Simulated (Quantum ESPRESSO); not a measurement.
# Collinear magnetic orders of K2MnSe2 with Quantum ESPRESSO, part 3 of 3

Does K2MnSe2 prefer parallel or opposed moments?

Quantum ESPRESSO 7.5; PBEsol with U = 4 eV on Mn d (ortho-atomic projectors); plane waves with GBRV 1.5 PBEsol potentials, no spin-orbit coupling.

So far, absolute magnetization (μB): step 2 (start 1: ferro ++) 10.1; step 3 (run 2 (antiferro +−)) 9.74; step 5 (the lowest state again, with its states saved) 9.74.

## 6. Projections on atomic orbitals

Level of this step: PBEsol with U = 4 eV on Mn d (ortho-atomic projectors); plane waves with GBRV 1.5 PBEsol potentials, no spin-orbit coupling, projections on orthogonalised atomic orbitals (Quantum ESPRESSO).

projwfc.x projects the saved states on orthogonalised atomic orbitals of the pseudopotential files.

Output:

```text
[banner, memory and clock lines left out]
Program PROJWFC v.7.5 starts

     [... lines left out ...]
     IMPORTANT: XC functional enforced from input :
     Exchange-correlation= PBESOL
                           (   1   4  10   8   0   0   0)
     Any further DFT definition will be discarded
     Please, verify this is what you really want

     G-vector sticks info

     Check: negative core charge=   -0.000012

     negative rho (up, down):  3.333E-04 3.333E-04

     Gaussian broadening (read from input): ngauss,degauss=   0    0.010000

     Calling projwave ....

  Problem Sizes
  natomwfc =           74
  nbnd     =           63
  nkstot   =           36
  npwx     =         8791
  nkb      =          180

     Atomic states used for projection
     (read from pseudopotential files):

     state #   1: atom   1 (K  ), wfc  1 (l=0 m= 1)
     state #   2: atom   1 (K  ), wfc  2 (l=1 m= 1)
     state #   3: atom   1 (K  ), wfc  2 (l=1 m= 2)
     state #   4: atom   1 (K  ), wfc  2 (l=1 m= 3)
     state #   5: atom   1 (K  ), wfc  3 (l=0 m= 1)
     state #   6: atom   1 (K  ), wfc  4 (l=1 m= 1)
     state #   7: atom   1 (K  ), wfc  4 (l=1 m= 2)
     state #   8: atom   1 (K  ), wfc  4 (l=1 m= 3)
     state #   9: atom   2 (K  ), wfc  1 (l=0 m= 1)
     state #  10: atom   2 (K  ), wfc  2 (l=1 m= 1)
     state #  11: atom   2 (K  ), wfc  2 (l=1 m= 2)
     state #  12: atom   2 (K  ), wfc  2 (l=1 m= 3)
     state #  13: atom   2 (K  ), wfc  3 (l=0 m= 1)
     state #  14: atom   2 (K  ), wfc  4 (l=1 m= 1)
[...]
state #  21: atom   3 (K  ), wfc  3 (l=0 m= 1)
     state #  22: atom   3 (K  ), wfc  4 (l=1 m= 1)
     state #  23: atom   3 (K  ), wfc  4 (l=1 m= 2)
     state #  24: atom   3 (K  ), wfc  4 (l=1 m= 3)
     state #  25: atom   4 (K  ), wfc  1 (l=0 m= 1)
     state #  26: atom   4 (K  ), wfc  2 (l=1 m= 1)
     state #  27: atom   4 (K  ), wfc  2 (l=1 m= 2)
     state #  28: atom   4 (K  ), wfc  2 (l=1 m= 3)
     state #  29: atom   4 (K  ), wfc  3 (l=0 m= 1)
     state #  30: atom   4 (K  ), wfc  4 (l=1 m= 1)
     state #  31: atom   4 (K  ), wfc  4 (l=1 m= 2)
     state #  32: atom   4 (K  ), wfc  4 (l=1 m= 3)
     state #  33: atom   5 (Mn1), wfc  1 (l=0 m= 1)
     state #  34: atom   5 (Mn1), wfc  2 (l=1 m= 1)
     state #  35: atom   5 (Mn1), wfc  2 (l=1 m= 2)
     state #  36: atom   5 (Mn1), wfc  2 (l=1 m= 3)
     state #  37: atom   5 (Mn1), wfc  3 (l=0 m= 1)
     state #  38: atom   5 (Mn1), wfc  4 (l=2 m= 1)
     state #  39: atom   5 (Mn1), wfc  4 (l=2 m= 2)
     state #  40: atom   5 (Mn1), wfc  4 (l=2 m= 3)
     state #  41: atom   5 (Mn1), wfc  4 (l=2 m= 4)
     state #  42: atom   5 (Mn1), wfc  4 (l=2 m= 5)
     state #  43: atom   5 (Mn1), wfc  5 (l=1 m= 1)
     state #  44: atom   5 (Mn1), wfc  5 (l=1 m= 2)
     state #  45: atom   5 (Mn1), wfc  5 (l=1 m= 3)
     state #  46: atom   6 (Mn2), wfc  1 (l=0 m= 1)
     state #  47: atom   6 (Mn2), wfc  2 (l=1 m= 1)
     state #  48: atom   6 (Mn2), wfc  2 (l=1 m= 2)
     state #  49: atom   6 (Mn2), wfc  2 (l=1 m= 3)
     state #  50: atom   6 (Mn2), wfc  3 (l=0 m= 1)
     state #  51: atom   6 (Mn2), wfc  4 (l=2 m= 1)
     state #  52: atom   6 (Mn2), wfc  4 (l=2 m= 2)
     state #  53: atom   6 (Mn2), wfc  4 (l=2 m= 3)
     state #  54: atom   6 (Mn2), wfc  4 (l=2 m= 4)
     state #  55: atom   6 (Mn2), wfc  4 (l=2 m= 5)
     state #  56: atom   6 (Mn2), wfc  5 (l=1 m= 1)
     state #  57: atom   6 (Mn2), wfc  5 (l=1 m= 2)
     state #  58: atom   6 (Mn2), wfc  5 (l=1 m= 3)
     state #  59: atom   7 (Se ), wfc  1 (l=0 m= 1)
     state #  60: atom   7 (Se ), wfc  2 (l=1 m= 1)
     state #  61: atom   7 (Se ), wfc  2 (l=1 m= 2)
     state #  62: atom   7 (Se ), wfc  2 (l=1 m= 3)
     state #  63: atom   8 (Se ), wfc  1 (l=0 m= 1)
     state #  64: atom   8 (Se ), wfc  2 (l=1 m= 1)
     state #  65: atom   8 (Se ), wfc  2 (l=1 m= 2)
     state #  66: atom   8 (Se ), wfc  2 (l=1 m= 3)
     state #  67: atom   9 (Se ), wfc  1 (l=0 m= 1)
[...]
spin up      =   4.3534, d =  0.0000, dz2=  0.0000, dxz=  0.0000, dyz=  0.0000, dx2-y2=  0.0000, dxy=  0.0000,
                 spin down    =   4.3534, s =  1.0625,
                 spin down    =   4.3534, p =  3.2909, pz=  1.0931, px=  1.0979, py=  1.0999,
                 spin down    =   4.3534, d =  0.0000, dz2=  0.0000, dxz=  0.0000, dyz=  0.0000, dx2-y2=  0.0000, dxy=  0.0000,
                 polarization =  -0.0000, s = -0.0000, p = -0.0000, d =  0.0000,
     Atom #   4: total charge =   8.7069, s =  2.1251, p =  6.5818, d =  0.0000,
                 spin up      =   4.3534, s =  1.0625,
                 spin up      =   4.3534, p =  3.2909, pz=  1.0931, px=  1.0979, py=  1.0999,
                 spin up      =   4.3534, d =  0.0000, dz2=  0.0000, dxz=  0.0000, dyz=  0.0000, dx2-y2=  0.0000, dxy=  0.0000,
                 spin down    =   4.3534, s =  1.0625,
                 spin down    =   4.3534, p =  3.2909, pz=  1.0931, px=  1.0979, py=  1.0999,
                 spin down    =   4.3534, d =  0.0000, dz2=  0.0000, dxz=  0.0000, dyz=  0.0000, dx2-y2=  0.0000, dxy=  0.0000,
                 polarization =  -0.0000, s = -0.0000, p = -0.0000, d =  0.0000,
     Atom #   5: total charge =  15.0729, s =  2.4803, p =  7.2967, d =  5.2959,
                 spin up      =   9.9412, s =  1.2733,
                 spin up      =   9.9412, p =  3.7202, pz=  1.2374, px=  1.2458, py=  1.2370,
                 spin up      =   9.9412, d =  4.9478, dz2=  0.9900, dxz=  0.9873, dyz=  0.9874, dx2-y2=  0.9973, dxy=  0.9858,
                 spin down    =   5.1317, s =  1.2070,
                 spin down    =   5.1317, p =  3.5765, pz=  1.1891, px=  1.1980, py=  1.1894,
                 spin down    =   5.1317, d =  0.3482, dz2=  0.0418, dxz=  0.0960, dyz=  0.0916, dx2-y2=  0.0389, dxy=  0.0799,
                 polarization =   4.8095, s =  0.0662, p =  0.1437, d =  4.5996,
     Atom #   6: total charge =  15.0729, s =  2.4803, p =  7.2967, d =  5.2959,
                 spin up      =   5.1317, s =  1.2070,
                 spin up      =   5.1317, p =  3.5765, pz=  1.1891, px=  1.1980, py=  1.1894,
                 spin up      =   5.1317, d =  0.3482, dz2=  0.0418, dxz=  0.0960, dyz=  0.0916, dx2-y2=  0.0389, dxy=  0.0799,
                 spin down    =   9.9412, s =  1.2733,
                 spin down    =   9.9412, p =  3.7202, pz=  1.2374, px=  1.2458, py=  1.2370,
                 spin down    =   9.9412, d =  4.9478, dz2=  0.9900, dxz=  0.9873, dyz=  0.9874, dx2-y2=  0.9973, dxy=  0.9858,
                 polarization =  -4.8096, s = -0.0662, p = -0.1437, d = -4.5996,
     Atom #   7: total charge =   6.2027, s =  1.5662, p =  4.6365, d =  0.0000,
                 spin up      =   3.1014, s =  0.7831,
                 spin up      =   3.1014, p =  2.3183, pz=  0.7541, px=  0.7789, py=  0.7853,
                 spin up      =   3.1014, d =  0.0000, dz2=  0.0000, dxz=  0.0000, dyz=  0.0000, dx2-y2=  0.0000, dxy=  0.0000,
                 spin down    =   3.1013, s =  0.7831,
                 spin down    =   3.1013, p =  2.3182, pz=  0.7541, px=  0.7788, py=  0.7853,
                 spin down    =   3.1013, d =  0.0000, dz2=  0.0000, dxz=  0.0000, dyz=  0.0000, dx2-y2=  0.0000, dxy=  0.0000,
                 polarization =   0.0000, s =  0.0000, p =  0.0000, d =  0.0000,
     Atom #   8: total charge =   6.2027, s =  1.5662, p =  4.6365, d =  0.0000,
                 spin up      =   3.1014, s =  0.7831,
                 spin up      =   3.1014, p =  2.3183, pz=  0.7541, px=  0.7789, py=  0.7853,
                 spin up      =   3.1014, d =  0.0000, dz2=  0.0000, dxz=  0.0000, dyz=  0.0000, dx2-y2=  0.0000, dxy=  0.0000,
                 spin down    =   3.1013, s =  0.7831,
                 spin down    =   3.1013, p =  2.3182, pz=  0.7541, px=  0.7788, py=  0.7853,
                 spin down    =   3.1013, d =  0.0000, dz2=  0.0000, dxz=  0.0000, dyz=  0.0000, dx2-y2=  0.0000, dxy=  0.0000,
                 polarization =   0.0000, s =  0.0000, p =  0.0000, d =  0.0000,
     Atom #   9: total charge =   6.2027, s =  1.5662, p =  4.6365, d =  0.0000,
                 spin up      =   3.1014, s =  0.7831,
                 spin up      =   3.1014, p =  2.3183, pz=  0.7541, px=  0.7789, py=  0.7853,
                 spin up      =   3.1014, d =  0.0000, dz2=  0.0000, dxz=  0.0000, dyz=  0.0000, dx2-y2=  0.0000, dxy=  0.0000,
                 spin down    =   3.1013, s =  0.7831,
                 spin down    =   3.1013, p =  2.3182, pz=  0.7541, px=  0.7788, py=  0.7853,
                 spin down    =   3.1013, d =  0.0000, dz2=  0.0000, dxz=  0.0000, dyz=  0.0000, dx2-y2=  0.0000, dxy=  0.0000,
                 polarization =   0.0000, s =  0.0000, p =  0.0000, d =  0.0000,
     Atom #  10: total charge =   6.2027, s =  1.5662, p =  4.6365, d =  0.0000,
```

The job ended after 4.6 s (4 MPI ranks of Intel Xeon Platinum 8488C (Sapphire Rapids), shared host; peak memory 0.68 GiB).

```tsv
atom	moment in the sphere (μB)	Löwdin moment (μB)	Löwdin charge (e)
K1	0.000	0.000	8.707
K2	0.000	0.000	8.707
K3	0.000	0.000	8.707
K4	0.000	0.000	8.707
Mn5	4.344	4.809	15.073
Mn6	-4.344	-4.810	15.073
Se7	0.000	0.000	6.203
Se8	0.000	0.000	6.203
Se9	0.000	0.000	6.203
Se10	0.000	0.000	6.203
```

## 7. Occupations of the corrected shells in the lowest state

Occupations of the Hubbard shells:

```tsv
block	type	shell	spin	electrons	occupation numbers
5	Mn1	3d	up	4.948	0.986 0.987 0.987 0.990 0.997
5	Mn1	3d	down	0.3482	0.039 0.042 0.080 0.092 0.096
6	Mn2	3d	up	0.3482	0.039 0.042 0.080 0.092 0.096
6	Mn2	3d	down	4.948	0.986 0.987 0.987 0.990 0.997
```

## 8. Outcome

| Item | Value |
| --- | --- |
| lowest state found | antiferromagnetic (from antiferro +-) |
| largest site moment | 4.34 μB |
| next state with moments | ferromagnetic, 96.5 meV a seeded atom higher |

The largest moment reads 4.34 μB in the sphere and 4.81 μB by Löwdin projection; a site moment hangs on how space is shared out. This is the lowest of 2 collinear or spinless starts, no proof of the ground state.

[Logs and program files are shortened in this print: banners, set-up blocks, solver, clock and traceback lines can be left out without a mark of their own.]

[Logs are printed without paths, hosts, clocks, repeated set-up lines and the standing remarks that a program may print on its own settings, such as how far it seeks lower states.]

[Hosts, paths, dates, database ids (printed as entryN), source tags and the programs' standing remarks are cut or masked in the printed files.]

[Where a cell is said to come from a database of computed structures, the database is the Materials Project.]
